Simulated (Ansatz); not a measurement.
# Amorphous Se: valence band and core levels

How wide do site differences make the core lines of amorphous Se?

Calculated with Ansatz 0.2.0; DFT, PBEsol, plane-wave PAW, scalar-relativistic; PAW set soft_1.

This is a report of a sequence of runs, with most program output left out.

## Step 1: The structure

The cell holds 30 atoms: 30 Se. Its edges and angles: a = 9.708 Å, b = 9.708 Å, c = 9.708 Å, α = 90.0°, β = 90.0°, γ = 90.0°. How the cell was made: glass; density 4.3 g/cm³; hottest run set to 1200 K; random start, relaxed, three short dynamics runs, relaxed.

## Step 2: Relaxing the atoms

Random starting positions are first pushed apart, with loose settings.

The input, input.yaml:

```yaml
crystal:
  lattice:
    - [9.7079283383, 0.0, 0.0]
    - [0.0, 9.7079283383, 0.0]
    - [0.0, 0.0, 9.7079283383]
  atoms:
    - { symbol: Se, position: [0.2616121342, 0.2984911434, 0.8142257406] }
    - { symbol: Se, position: [0.0919159421, 0.600100526, 0.7285605268] }
    - { symbol: Se, position: [0.1879010734, 0.0551466273, 0.2749693679] }
    - { symbol: Se, position: [0.6574330149, 0.5622656628, 0.1500622633] }
    - { symbol: Se, position: [0.4326307908, 0.6692972986, 0.4227846733] }
    - { symbol: Se, position: [0.6331843993, 0.9674359525, 0.6830648223] }
    - { symbol: Se, position: [0.3916248331, 0.1872525697, 0.3459606656] }
    - { symbol: Se, position: [0.3181466006, 0.9242168965, 0.4709098854] }
[... 18 atom lines left out ...]
    - { symbol: Se, position: [0.4699658802, 0.5884908037, 0.6264757359] }
    - { symbol: Se, position: [0.9727170538, 0.2677431628, 0.2594616255] }
    - { symbol: Se, position: [0.4225408376, 0.2954200074, 0.6511033852] }
    - { symbol: Se, position: [0.7368979862, 0.8821767956, 0.1117649881] }
kpoints:
  mp_grid: { grid: [1, 1, 1] }
scf:
  occupations: { method: fermi_dirac, width: 0.1 }
  n_extra_bands: 21
hamiltonian:
  xc: pbesol
  pseudopotentials: { kind: paw, azcp: { folder: soft_1 }, xc_functional: pbe }
output:
  forces: true
basis:
  ecutwfc: 320
relax:
  f_tol: 0.2
  max_steps: 25
```

On the command line:

```sh
$ ansatz run input.yaml --threads 8 --pin off --max-ram 23552MiB --backend cpu --events-out ev --progress --plain --runs-dir out
```

Wall time 41 s (8 threads of AMD EPYC 7B13 (Zen 3), shared host); peak memory 0.91 GiB.

Step by step (22 of 25):

| step | energy less that of the first step (eV) | largest force component (eV/Å) |
| --- | --- | --- |
| 1 | 0.0000 | 8.8385 |
| 2 | -5.1879 | 3.8365 |
| 3 | -9.3046 | 1.4921 |
| 4 | -11.2970 | 0.9869 |
| 6 | -13.6934 | 1.0179 |
| 7 | -14.5409 | 0.7356 |
| 8 | -15.2664 | 0.7558 |
| 9 | -15.9096 | 0.6199 |
| 10 | -16.5635 | 0.4491 |
| 11 | -17.0177 | 0.2877 |
| 12 | -17.3825 | 0.3567 |
| 14 | -17.9410 | 0.4130 |
| 15 | -18.1575 | 0.3346 |
| 16 | -18.3243 | 0.1719 |
| 17 | -18.3243 | 0.1714 |
| 18 | -18.4306 | 0.2178 |
| 19 | -18.5496 | 0.2381 |
| 20 | -18.7502 | 0.3278 |
| 22 | -19.1420 | 0.3065 |
| 23 | -19.2485 | 0.3197 |
| 24 | -19.2883 | 0.1417 |
| 25 | -19.2883 | 0.1416 |

The atoms that moved most (Å):

| atom | dx | dy | dz | length |
| --- | --- | --- | --- | --- |
| Se12 | 1.879 | -1.403 | 0.417 | 2.382 |
| Se20 | 0.008 | 1.284 | -0.776 | 1.500 |
| Se14 | -1.266 | 0.764 | -0.216 | 1.494 |
| Se28 | -0.368 | 0.878 | -0.802 | 1.245 |
| Se5 | -0.279 | -0.899 | -0.800 | 1.235 |
| Se29 | 1.154 | -0.291 | -0.319 | 1.232 |
| Se11 | -0.189 | -1.154 | -0.143 | 1.178 |
| Se1 | -0.138 | 0.656 | 0.941 | 1.155 |

Numbers from this step:

```yaml
free_energy: -162721.6995 eV
energy_at_zero_smearing: -162721.5931 eV
smearing_term_ts: 0.2129 eV
fermi_energy: 5.339 eV
gap_by_band_count: 0.3217 eV
symmetry_operations: 1
```

The relaxation ends 643 meV an atom lower, with a largest force component of 0.14 eV/Å.

## Step 3: Dynamics at 1200 K

A short run with the thermostat set to 1200 K, starting from rest and too brief to equilibrate, lets the random network rearrange; the cutoff and mesh are cut down, since only a plausible structure is wanted.

The input, input.yaml:

```yaml
crystal:
  lattice:
    - [9.7079283383, 0.0, 0.0]
    - [0.0, 9.7079283383, 0.0]
    - [0.0, 0.0, 9.7079283383]
  atoms:
    - { symbol: Se, position: [0.2473973466, 0.3660346298, 0.9111922096] }
    - { symbol: Se, position: [0.0263784198, 0.599302245, 0.7067349226] }
    - { symbol: Se, position: [0.2098691553, 0.110505358, 0.3403390086] }
    - { symbol: Se, position: [0.5661394191, 0.5102666932, 0.173233701] }
    - { symbol: Se, position: [0.4038992104, 0.5767106627, 0.3404193766] }
    - { symbol: Se, position: [0.569369536, 0.9308323776, 0.6900370699] }
    - { symbol: Se, position: [0.4239943259, 0.2268786829, 0.3250745609] }
    - { symbol: Se, position: [0.3584084054, 0.9335368509, 0.5478896417] }
[... 18 atom lines left out ...]
    - { symbol: Se, position: [0.5026968308, 0.5028367702, 0.6383091915] }
    - { symbol: Se, position: [0.9348191926, 0.3581491901, 0.1768054298] }
    - { symbol: Se, position: [0.5414179568, 0.2654662119, 0.6182751692] }
    - { symbol: Se, position: [0.8379907665, 0.8464029445, 0.0987851537] }
kpoints:
  mp_grid: { grid: [1, 1, 1] }
scf:
  occupations: { method: fermi_dirac, width: 0.1 }
  n_extra_bands: 21
hamiltonian:
  xc: pbesol
  pseudopotentials: { kind: paw, azcp: { folder: soft_1 }, xc_functional: pbe }
output:
  forces: true
basis:
  ecutwfc: 320
md:
  timestep: 2.5
  n_steps: 495
  ensemble: nvt_langevin
  temperature: 1200
  seed: 0
```

Run time: 15 min. Hardware: 8 threads; peak memory 0.98 GiB.

The trajectory, sampled:

| time (fs) | T (K) | potential (meV/atom) |
| --- | --- | --- |
| 0.0 | 0 | 0.0 |
| 82.5 | 548 | 61.8 |
| 165.0 | 1032 | 87.9 |
| 247.5 | 1288 | 94.0 |
| 330.0 | 894 | 130.1 |
| 412.5 | 926 | 134.3 |
| 495.0 | 988 | 153.0 |
| 577.5 | 1138 | 138.4 |
| 660.0 | 1012 | 167.2 |
| 742.5 | 1155 | 162.7 |
| 825.0 | 1190 | 177.9 |
| 907.5 | 929 | 166.8 |
| 990.0 | 1240 | 135.4 |
| 1072.5 | 1235 | 177.6 |
| 1155.0 | 1362 | 194.4 |
| 1237.5 | 1503 | 186.1 |

Mean square displacement at the end: Se 1.7 Å².

Positions (Å) and forces (eV/Å) at 1237.5 fs:

```xyz
30
Lattice="9.708 0.000 0.000 0.000 9.708 0.000 0.000 0.000 9.708" Properties=species:S:1:pos:R:3:forces:R:3 pbc="T T T"
Se    3.054    3.415    8.195    1.919   -0.519   -0.223
Se    1.867    6.701    5.610   -0.255   -0.352    0.108
Se    1.178    1.928    3.468   -0.293    0.451    0.777
Se    6.412    4.028    1.792   -0.472   -0.447    0.381
Se    3.385    6.200    2.663   -0.117    0.145    1.116
Se    4.655    8.698    7.270   -0.168    0.551   -0.127
Se    4.739    2.162    1.998    0.620    0.361    0.157
Se    4.111    9.132    4.545    0.246   -0.941    0.452
Se    8.628    0.373    2.007   -0.192   -0.359   -0.668
Se    1.509    8.922    5.156   -0.198    0.612   -0.060
Se    8.213    6.241    3.678   -1.240    0.910    0.198
Se    7.223    3.819    9.298   -0.157   -0.841   -0.203
Se    7.412    5.409    6.355   -0.008    0.234   -0.265
Se    3.536    6.245    0.502   -0.022   -0.366   -0.947
Se    2.584    9.370    8.825    0.571   -0.239   -0.489
Se    2.762    3.897    5.721   -0.257   -0.732    0.089
Se    0.095    0.438    6.832   -0.701   -0.648   -0.408
Se    0.402    5.212    3.963    0.758   -0.634    0.079
Se    5.800   10.056    3.309    0.462    0.737   -0.633
Se    0.923    3.885   -1.462   -2.933    0.394    0.330
Se    6.429    1.484    8.765    0.193    0.571   -0.481
Se   11.786    1.357    1.163    0.364   -0.064   -0.328
Se    6.304    7.423    0.084    0.620    0.316   -0.092
Se    8.519    8.162    6.966    0.375    0.469    0.510
Se    9.147    3.106    4.868    0.595   -0.626   -0.068
Se    1.516    7.297   -0.822    0.457   -0.338    0.032
Se    5.202    4.462    6.716    1.508    0.332   -0.634
Se    9.744    2.495    0.463   -0.486    0.165    0.049
Se    5.449    1.928    6.538   -0.061    0.233    1.055
Se    8.530    8.229    0.339   -1.127    0.626    0.291
```

From the last frames. Table of pair distribution g(r), Se–Se by r; read off at these points:

r (Å), pair distribution g(r), Se–Se and a bar:
```
     0.04       0.00 
     0.19       0.00 
     0.34       0.00 
     0.49       0.00 
     0.71       0.00 
     0.86       0.00 
     1.01       0.00 
     1.16       0.00 
     1.31       0.00 
     1.46       0.00 
     1.61       0.00 
     1.76       0.00 
     1.99       0.00 
     2.14       0.89 ###########
     2.29       0.93 ###########
     2.44       1.27 ################
     2.51       2.43 ##############################
     2.59       1.05 #############
     2.74       0.43 #####
     2.89       0.45 ######
     3.11       1.14 ##############
     3.26       1.22 ###############
     3.41       1.46 ##################
     3.56       0.62 ########
     3.71       1.02 #############
     3.79       1.64 ####################
     3.86       1.43 ##################
     4.01       1.39 #################
     4.24       1.44 ##################
     4.39       0.73 #########
     4.54       0.92 ###########
     4.69       0.66 ########
     4.84       0.81 ##########
     4.99       0.99 ############
     5.14       1.31 ################
     5.29       1.64 ####################
     5.36       1.64 ####################
     5.51       1.21 ###############
     5.66       1.00 ############
     5.81       0.58 #######
     5.96       0.96 ############
```

Beyond half the shortest lattice vector, 4.9 Å, g(r) counts periodic images.

Numbers from this step:

- free energy: -162716.1180 eV
- energy at zero smearing: -162715.8327 eV
- smearing term TS: 0.5706 eV
- Fermi energy: 5.210 eV
- gap by band count: 0.1790 eV

## Step 4: Dynamics at 660 K

A short run with the thermostat set to 660 K, starting from rest and too brief to equilibrate, lets it settle further; the cutoff and mesh are cut down, since only a plausible structure is wanted.

The input, input.yaml:

```yaml
crystal:
  lattice:
    - [9.7079283383, 0.0, 0.0]
    - [0.0, 9.7079283383, 0.0]
    - [0.0, 0.0, 9.7079283383]
  atoms:
    - { symbol: Se, position: [0.3146116396, 0.3517387019, 0.8441415127] }
    - { symbol: Se, position: [0.1922926498, 0.6902521183, 0.5778755628] }
    - { symbol: Se, position: [0.1213531352, 0.1986202036, 0.3572345699] }
    - { symbol: Se, position: [0.6605293658, 0.4149491666, 0.1846234688] }
    - { symbol: Se, position: [0.3486552117, 0.6386084948, 0.2742769557] }
    - { symbol: Se, position: [0.4795076915, 0.8959653624, 0.7488224957] }
    - { symbol: Se, position: [0.4881868771, 0.2227496588, 0.2058261917] }
    - { symbol: Se, position: [0.423482159, 0.9406662695, 0.4682067691] }
[... 18 atom lines left out ...]
    - { symbol: Se, position: [0.5358789828, 0.4596748547, 0.6918386313] }
    - { symbol: Se, position: [1.003746213, 0.2569843045, 0.0477246589] }
    - { symbol: Se, position: [0.5612792125, 0.1986211659, 0.6735210774] }
    - { symbol: Se, position: [0.8786368321, 0.8476109482, 0.0348742728] }
kpoints:
  mp_grid: { grid: [1, 1, 1] }
scf:
  occupations: { method: fermi_dirac, width: 0.1 }
  n_extra_bands: 21
hamiltonian:
  xc: pbesol
  pseudopotentials: { kind: paw, azcp: { folder: soft_1 }, xc_functional: pbe }
output:
  forces: true
basis:
  ecutwfc: 320
md:
  timestep: 2.5
  n_steps: 396
  ensemble: nvt_langevin
  temperature: 660
  seed: 0
```

Wall time 12 min (8 threads); peak memory 1 GiB.

Rows from the run:

| time (fs) | T (K) | potential (meV/atom) |
| --- | --- | --- |
| 0.0 | 0 | 0.0 |
| 65.0 | 544 | -36.4 |
| 132.5 | 702 | -65.9 |
| 197.5 | 737 | -60.1 |
| 265.0 | 683 | -64.6 |
| 330.0 | 590 | -85.6 |
| 395.0 | 670 | -91.2 |
| 462.5 | 781 | -105.6 |
| 527.5 | 745 | -100.4 |
| 595.0 | 728 | -100.7 |
| 660.0 | 818 | -116.1 |
| 725.0 | 594 | -93.8 |
| 792.5 | 574 | -96.1 |
| 857.5 | 619 | -89.8 |
| 925.0 | 607 | -88.2 |
| 990.0 | 814 | -109.2 |

Mean square displacement at the end: Se 1.1 Å².

Positions (Å) and forces (eV/Å) at 990.0 fs:

```xyz
30
Lattice="9.708 0.000 0.000 0.000 9.708 0.000 0.000 0.000 9.708" Properties=species:S:1:pos:R:3:forces:R:3 pbc="T T T"
Se    3.134    3.891    7.607   -0.003   -0.336   -0.723
Se    1.121    7.075    6.204    0.689    0.142    0.273
Se    1.128    2.683    3.880    1.934   -0.293   -0.091
Se    5.833    4.881    1.725   -0.032   -0.881    0.219
Se    3.454    7.549    2.790   -0.293   -0.114    0.205
Se    5.340    9.574    6.313    0.761   -0.116    0.113
Se    4.275    2.937    1.522    0.594   -0.277    0.174
Se    5.005    9.279    3.936    0.058   -0.156   -0.138
Se    9.063    0.292    1.757   -0.773   -0.138    0.568
Se    1.842    9.228    5.871   -0.489    0.096   -0.571
Se    8.386    6.940    4.867    0.146   -0.066   -0.938
Se    7.777    3.401    9.246    0.417    0.562    0.394
Se    8.189    5.675    6.820    1.357   -0.195    0.111
Se    4.554    6.656    1.011   -0.181    0.714   -0.442
Se    2.889    9.410    8.740   -0.108   -0.017    0.418
Se    2.095    4.355    5.424    0.045   -0.009    0.447
Se   -0.350    0.687    5.470   -0.018    0.089    0.448
Se   -1.081    5.253    2.881    0.263    0.496    0.218
Se    5.947   10.841    2.420   -0.343    0.766   -0.491
Se    1.773    4.207   -0.289   -0.559    0.413    0.508
Se    6.236    1.946    8.616   -0.454   -0.367   -0.301
Se   12.049    0.897    1.279    0.533   -0.790   -0.194
Se    8.016    6.508    0.515   -0.765    0.378    0.190
Se    7.936    9.333    7.083   -0.617   -0.181    0.010
Se    8.644    3.119    3.780   -1.352    0.110    0.592
Se    2.432    7.106   -1.176    0.483    0.325    0.191
Se    6.071    5.078    6.550   -1.956   -0.649   -0.097
Se   10.252    2.175    0.356   -0.095    0.129   -0.373
Se    5.835    2.624    6.238    0.017    0.384    0.011
Se    8.941    8.531    0.024    0.737   -0.019   -0.731
```

From the last frames. The pair distribution g(r), Se–Se by r; read off at these points:

r (Å), pair distribution g(r), Se–Se and a bar:
```
     0.04       0.00 
     0.19       0.00 
     0.34       0.00 
     0.49       0.00 
     0.71       0.00 
     0.86       0.00 
     1.01       0.00 
     1.16       0.00 
     1.31       0.00 
     1.46       0.00 
     1.61       0.00 
     1.76       0.00 
     1.99       0.00 
     2.14       0.35 #####
     2.29       1.75 ########################
     2.36       2.22 ##############################
     2.44       1.09 ###############
     2.51       1.58 #####################
     2.59       1.29 #################
     2.74       0.83 ###########
     2.89       0.19 ###
     3.11       0.67 #########
     3.26       0.84 ###########
     3.41       0.81 ###########
     3.56       0.72 ##########
     3.71       1.31 ##################
     3.79       1.47 ####################
     3.86       0.98 #############
     3.94       1.50 ####################
     4.01       1.24 #################
     4.24       1.25 #################
     4.39       1.15 ################
     4.54       0.79 ###########
     4.69       0.85 ###########
     4.84       0.96 #############
     4.99       1.36 ##################
     5.14       0.97 #############
     5.29       1.41 ###################
     5.51       0.67 #########
     5.66       1.45 ####################
     5.81       1.12 ###############
     5.96       1.11 ###############
```

Beyond half the shortest lattice vector, 4.9 Å, g(r) counts periodic images.

This step gave:

```yaml
free_energy: -162719.3946 eV
energy_at_zero_smearing: -162719.2837 eV
smearing_term_ts: 0.2219 eV
fermi_energy: 5.285 eV
gap_by_band_count: 0.3700 eV
```

## Step 5: Dynamics at 300 K

A short run with the thermostat set to 300 K, starting from rest and too brief to equilibrate, lets it settle further; the cutoff and mesh are cut down, since only a plausible structure is wanted.

The input, input.yaml:

```yaml
crystal:
  lattice:
    - [9.7079283383, 0.0, 0.0]
    - [0.0, 9.7079283383, 0.0]
    - [0.0, 0.0, 9.7079283383]
  atoms:
    - { symbol: Se, position: [0.3227933855, 0.4008497124, 0.7835552834] }
    - { symbol: Se, position: [0.1154305423, 0.7287978833, 0.6390223423] }
    - { symbol: Se, position: [0.1161936274, 0.2763473512, 0.3996272013] }
    - { symbol: Se, position: [0.6008421694, 0.5028354197, 0.177651564] }
    - { symbol: Se, position: [0.355781417, 0.7776597435, 0.2873814406] }
    - { symbol: Se, position: [0.5500306868, 0.9862384597, 0.6502915392] }
    - { symbol: Se, position: [0.4403239029, 0.3025338912, 0.1568060195] }
    - { symbol: Se, position: [0.5156042523, 0.955770213, 0.4054255279] }
[... 18 atom lines left out ...]
    - { symbol: Se, position: [0.6253452681, 0.5230826999, 0.6747359725] }
    - { symbol: Se, position: [1.0560305495, 0.2240555192, 0.0366379144] }
    - { symbol: Se, position: [0.6010377045, 0.2703316636, 0.6425895257] }
    - { symbol: Se, position: [0.921003635, 0.8787934514, 0.0025056006] }
kpoints:
  mp_grid: { grid: [1, 1, 1] }
scf:
  occupations: { method: fermi_dirac, width: 0.1 }
  n_extra_bands: 21
hamiltonian:
  xc: pbesol
  pseudopotentials: { kind: paw, azcp: { folder: soft_1 }, xc_functional: pbe }
output:
  forces: true
basis:
  ecutwfc: 320
md:
  timestep: 2.5
  n_steps: 264
  ensemble: nvt_langevin
  temperature: 300
  seed: 0
```

Wall time 7.6 min (8 threads); peak memory 0.96 GiB.

The trajectory, sampled:

| time (fs) | T (K) | potential (meV/atom) |
| --- | --- | --- |
| 0.0 | 0 | 0.0 |
| 45.0 | 371 | -30.7 |
| 87.5 | 346 | -34.9 |
| 132.5 | 348 | -37.6 |
| 175.0 | 311 | -27.8 |
| 220.0 | 325 | -24.1 |
| 265.0 | 316 | -36.7 |
| 307.5 | 284 | -36.0 |
| 352.5 | 321 | -44.2 |
| 395.0 | 303 | -45.5 |
| 440.0 | 319 | -44.2 |
| 485.0 | 319 | -47.9 |
| 527.5 | 316 | -49.5 |
| 572.5 | 315 | -51.4 |
| 615.0 | 320 | -44.5 |
| 660.0 | 310 | -48.7 |

Mean square displacement at the end: Se 0.27 Å².

Positions (Å) and forces (eV/Å) at 660.0 fs:

```xyz
30
Lattice="9.708 0.000 0.000 0.000 9.708 0.000 0.000 0.000 9.708" Properties=species:S:1:pos:R:3:forces:R:3 pbc="T T T"
Se    3.459    3.726    7.803   -0.606    0.011   -0.059
Se    1.857    7.564    6.118    0.097   -0.368    0.766
Se    1.782    3.368    3.775    0.400    0.172    0.051
Se    5.577    5.019    1.480   -0.026    0.070    0.124
Se    3.264    7.879    2.802    0.165   -0.125   -0.210
Se    6.032   10.039    5.974   -0.101    0.139    0.152
Se    3.895    2.903    1.619    0.234    0.635   -0.251
Se    4.998    9.766    3.680    0.156   -0.558    0.707
Se    9.193    0.298    1.483   -0.047   -0.126   -0.072
Se    2.029    9.760    5.566   -0.231    0.584   -0.453
Se    8.749    6.719    4.453   -0.046    0.105   -0.319
Se    7.990    3.590    9.600   -0.469   -0.168    0.071
Se    8.439    5.718    6.516   -0.115    0.020    0.311
Se    4.520    7.098    1.032   -0.004   -0.277    0.136
Se    2.678    9.999    8.762    0.137   -0.312   -0.596
Se    2.244    4.584    5.770    0.315    0.196    0.253
Se   -0.108    1.078    6.189    0.214    0.298    0.070
Se   -1.198    5.097    2.651    0.153   -0.438    0.033
Se    5.789   11.285    2.126    0.551    0.147   -0.608
Se    1.855    4.417   -0.330   -0.133    0.031    0.263
Se    6.367    2.234    8.541    0.357    0.548   -0.220
Se   12.138    0.832    1.305   -0.103   -0.140    0.436
Se    7.398    7.017    0.523    0.298    0.279    0.076
Se    8.075    8.972    6.397   -0.041   -0.007    0.047
Se    9.234    3.010    3.768   -0.881    0.239   -0.194
Se    3.251    7.621   -1.463   -0.302   -0.153   -0.105
Se    6.084    5.679    6.969    0.311    0.104   -0.220
Se   10.204    2.332    0.211   -0.167    0.035   -0.711
Se    5.945    3.456    6.325    0.220   -0.830    0.223
Se    9.065    8.506   -0.256   -0.335   -0.113    0.301
```

From the last frames. Pair distribution g(r), Se–Se against r; read off at these points:

| r (Å) | pair distribution g(r), Se–Se |
| --- | --- |
| 0.04 | 0 |
| 0.26 | 0 |
| 0.41 | 0 |
| 0.64 | 0 |
| 0.86 | 0 |
| 1.09 | 0 |
| 1.24 | 0 |
| 1.46 | 0 |
| 1.69 | 0 |
| 1.91 | 0 |
| 2.06 | 0 |
| 2.29 | 2.58 |
| 2.36 | 3.72 |
| 2.51 | 1.67 |
| 2.66 | 0.418 |
| 2.89 | 0.776 |
| 3.11 | 0.835 |
| 3.19 | 1.27 |
| 3.34 | 0.508 |
| 3.49 | 0.421 |
| 3.64 | 1.77 |
| 3.71 | 1.60 |
| 3.94 | 1.22 |
| 4.01 | 1.52 |
| 4.09 | 0.888 |
| 4.16 | 1.28 |
| 4.31 | 0.928 |
| 4.54 | 1.23 |
| 4.76 | 1.19 |
| 4.91 | 0.827 |
| 5.14 | 0.909 |
| 5.36 | 0.797 |
| 5.59 | 0.605 |
| 5.74 | 0.926 |
| 5.96 | 1.35 |

Beyond half the shortest lattice vector, 4.9 Å, g(r) counts periodic images.

This step gave:

* free energy: -162720.8549 eV
* energy at zero smearing: -162720.7553 eV
* smearing term TS: 0.1993 eV
* Fermi energy: 5.219 eV
* gap by band count: 0.4385 eV

[end of part 1 of 3]

[Logs are printed without paths, hosts, clocks, repeated set-up lines and the standing remarks that a program may print on its own settings, such as how far it seeks lower states.]

[Hosts, paths, dates, database ids (printed as entryN), source tags and the programs' standing remarks are cut or masked in the printed files.]

[Maps of the electrostatic potential energy from Ansatz leave out the sawtooth potential of an applied field or a dipole correction, so their vacuum need not be flat; work functions include it.]
